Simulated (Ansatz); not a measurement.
# k-point convergence of GW for MgH2 (P4_2/mnm)

Aim: the G0W0 gap of MgH2 (P4_2/mnm) on a series of meshes, at fixed bands and cutoff.

Main program and level: Ansatz 0.2.0; G0W0 on PBE, plane waves, PAW; PAW set soft_1.

Most raw output is cut from this account.

## (1) The starting structure

It takes space group P4_2/mnm (No. 136, tetragonal). The conventional cell has a = 4.517 Å, b = 4.517 Å, c = 3.021 Å, α = 90.00°, β = 90.00°, γ = 90.00°. Nearest to Mg lie 6 H at 1.95 Å. H has 3 Mg at 1.95 Å nearest. Farther neighbours are not listed.

The cell and positions come from the Crystallography Open Database and are kept as given unless a step says otherwise.

## (2) The 2×2×4 mesh

G0W0 replaces the xc potential by the self-energy, built once from these orbitals. Only a window of levels is corrected, while the sums run over the empty bands that the input names. This step takes PAW set soft_1 files.

File input.yaml:

```yaml
crystal:
  lattice:
    - [4.5168, 0.0, 0.0]
    - [0.0, 4.5168, 0.0]
    - [0.0, 0.0, 3.0205]
  atoms:
    - { symbol: Mg, position: [0.0, 0.0, 0.0] }
    - { symbol: Mg, position: [0.5, 0.5, 0.5] }
    - { symbol: H, position: [0.306, 0.306, 0.0] }
    - { symbol: H, position: [0.194, 0.806, 0.5] }
    - { symbol: H, position: [0.694, 0.694, 0.0] }
    - { symbol: H, position: [0.806, 0.194, 0.5] }
kpoints:
  mp_grid: { grid: [2, 2, 4] }
hamiltonian:
  xc: pbe
  pseudopotentials: { kind: paw, azcp: { folder: soft_1 } }
scf:
  occupations: { method: fixed }
gw:
  n_empty_bands: 139
  ecut_chi: 100
  qp_bands: [v2, c2]
  qp_kpoints: band_edges
  screening: { model: contour_deformation }
```

The run is started by

```console
$ ansatz run input.yaml --threads 2 --pin off --max-ram 92160MiB --backend cuda --events-out ev --progress --plain --runs-dir out --devices 1 --max-vram 13GiB
```

The job ended after 8.3 s (1 × NVIDIA H100 80GB HBM3 (shared by 6 runs) with 2 threads of AMD EPYC 7R13 (Zen 3), shared host; peak memory 1 GiB).

This step gave:

```
bands summed                                 : 151
RPA ε∞ on this mesh (eigenvalues)            : 3.675, 4.089, 4.089
plane waves in the screening matrix          : 145
q-points in the mesh                         : 16
G0W0 gap on the mesh                         : 5.834 eV
k of the valence top                         : 0, 0, -0.5
k of the conduction bottom                   : -0.5, -0.5, -0.5
starting gap on the mesh                     : 3.913 eV
Z at the valence top                         : 0.7627
Z at the conduction bottom                   : 0.8061
least direct G0W0 gap on the computed points : 6.745 eV
```

The gap on the mesh goes from 3.91 eV to 5.83 eV, a correction of +1.92 eV. Between the two edge states, bare exchange in place of the xc potential would open the gap by 8.17 eV, and correlation takes back 6.25 eV.

## (3) The 4×4×4 mesh

A second mesh at equal bands and cutoff isolates the sampling error.

input.yaml: that of step 2 with these lines changed.

```diff
@@ -13,3 +13,3 @@
 kpoints:
-  mp_grid: { grid: [2, 2, 4] }
+  mp_grid: { grid: [4, 4, 4] }
 hamiltonian:
```

It took 12 s on 1 × NVIDIA H100 80GB HBM3 (shared by 6 runs) with 2 threads; peak memory 1.1 GiB; 16 s of CPU time.

Numbers from this step:

| Property | Result |
| --- | --- |
| bands summed | 151 |
| RPA ε∞ on this mesh (eigenvalues) | 3.650, 3.655, 3.655 |
| plane waves in the screening matrix | 145 |
| q-points in the mesh | 64 |
| G0W0 gap on the mesh | 5.851 eV |
| k of the valence top | 0, 0.25, 0 |
| k of the conduction bottom | -0.5, -0.5, -0.5 |
| starting gap on the mesh | 3.906 eV |
| Z at the valence top | 0.7676 |
| Z at the conduction bottom | 0.8108 |
| least direct G0W0 gap on the computed points | 6.651 eV |

Against the run with 2×2×4 mesh, 139 empty bands, screening to 100 eV, PAW set soft_1 files, the gap moves by +0.017 eV. A band edge is found at another k point on this mesh.

## (4) The 4×4×6 mesh

input.yaml: that of step 3 with these lines changed.

```diff
@@ -13,3 +13,3 @@
 kpoints:
-  mp_grid: { grid: [4, 4, 4] }
+  mp_grid: { grid: [4, 4, 6] }
 hamiltonian:
```

Run time: 14 s. Hardware: 1 × NVIDIA H100 80GB HBM3 (shared by 6 runs) with 2 threads; peak memory 1.1 GiB; 16 s of CPU time.

This step gave:

- bands summed: 151
- RPA ε∞ on this mesh (eigenvalues): 3.655, 3.655, 3.666
- plane waves in the screening matrix: 145
- G0W0 gap on the mesh: 5.853 eV
- k of the valence top: 0, 0.25, 0
- k of the conduction bottom: -0.5, -0.5, -0.5
- starting gap on the mesh: 3.906 eV
- least direct G0W0 gap on the computed points: 6.650 eV

Against the run with 4×4×4 mesh, 139 empty bands, screening to 100 eV, PAW set soft_1 files, the gap moves by +0.002 eV.

## (5) The 4×4×8 mesh

input.yaml: that of step 4 with these lines changed.

```diff
@@ -13,3 +13,3 @@
 kpoints:
-  mp_grid: { grid: [4, 4, 6] }
+  mp_grid: { grid: [4, 4, 8] }
 hamiltonian:
```

Elapsed: 38 s, on 1 × NVIDIA H100 80GB HBM3 (shared by 6 runs) with 2 threads; peak memory 1.2 GiB.

Numbers from this step:

```yaml
bands_summed: 151
rpa_eps_infinity_on_this_mesh_eigenvalues: 3.654, 3.654, 3.663
plane_waves_in_the_screening_matrix: 145
g0w0_gap_on_the_mesh: 5.855 eV
k_of_the_valence_top: 0, 0.25, 0
k_of_the_conduction_bottom: -0.5, -0.5, -0.5
starting_gap_on_the_mesh: 3.904 eV
least_direct_g0w0_gap_on_the_computed_points: 6.651 eV
```

Against the run with 4×4×6 mesh, 139 empty bands, screening to 100 eV, PAW set soft_1 files, the gap moves by +0.002 eV.

## (6) The 6×6×8 mesh

input.yaml: that of step 5 with these lines changed.

```diff
@@ -13,3 +13,3 @@
 kpoints:
-  mp_grid: { grid: [4, 4, 8] }
+  mp_grid: { grid: [6, 6, 8] }
 hamiltonian:
```

Run time: 77 s. Hardware: 1 × NVIDIA H100 80GB HBM3 (shared by 6 runs) with 2 threads; peak memory 1.3 GiB.

This step gave:

```yaml
bands_summed: 151
rpa_eps_infinity_on_this_mesh_eigenvalues: 3.639, 3.639, 3.661
plane_waves_in_the_screening_matrix: 145
g0w0_gap_on_the_mesh: 5.713 eV
k_of_the_valence_top: 0.1667, 0.1667, 0.125
k_of_the_conduction_bottom: 0.3333, 0.3333, -0.5
starting_gap_on_the_mesh: 3.799 eV
least_direct_g0w0_gap_on_the_computed_points: 6.498 eV
```

Against the run with 4×4×8 mesh, 139 empty bands, screening to 100 eV, PAW set soft_1 files, the gap moves by −0.14 eV, while the start moved by −0.11 eV. A band edge is found at another k point on this mesh.

## (7) The meshes together

Times are wall times on 1 × NVIDIA H100 80GB HBM3 (shared by 6 runs) with 2 threads of AMD EPYC 7R13 (Zen 3), shared host, good to a factor of about two.

```tsv
mesh	points	irreducible	start (eV)	G0W0 (eV)	shift (eV)	RPA ε∞ (mean)	time
2×2×4	16	9	3.913	5.834	+1.921	3.95	8.3 s
4×4×4	64	18	3.906	5.851	+1.945	3.65	12 s
4×4×6	96	24	3.906	5.853	+1.947	3.66	14 s
4×4×8	128	30	3.904	5.855	+1.951	3.66	38 s
6×6×8	288	50	3.799	5.713	+1.914	3.65	77 s
```

## (8) Outcome

```yaml
2x2x4: 5.834 eV (shift +1.921)
4x4x4: 5.851 eV (shift +1.945)
4x4x6: 5.853 eV (shift +1.947)
4x4x8: 5.855 eV (shift +1.951)
6x6x8: 5.713 eV (shift +1.914)
settings: PBE start, 139 empty bands, 100 eV
```

The shift is +1.92 eV on 2×2×4 and +1.91 eV on 6×6×8. On 6×6×8 the edges lie at (0.167, 0.167, 0.125) and (0.333, 0.333, 0.500), on 4×4×8 at (0.000, 0.250, 0.000) and (0.500, 0.500, 0.500), so these two shifts belong to different pairs of states. The RPA ε∞ (mean) ranges from 3.65 to 3.95 and ends at 3.65. The starting gap changes too, by 0.11 eV, since the meshes hold different points and converge the density differently. From 16 to 288 points the time grows 9.2-fold. Bands and cutoff are modest here, so the values stand off the basis limit.

[Paths, hosts, dates, memory and timing lines, banners, echoed tables and standing remarks are left out of the program output.]

[Logs are printed without paths, hosts, clocks, repeated set-up lines and the standing remarks that a program may print on its own settings, such as how far it seeks lower states.]

[Runs of the session that timed out or met a known fault of the program may be left out.]

[Cells called generated may have been cut or substituted from an entry of the Crystallography Open Database or the Materials Project.]

[Hosts, paths, dates, database ids (printed as entryN), source tags and the programs' standing remarks are cut or masked in the printed files.]
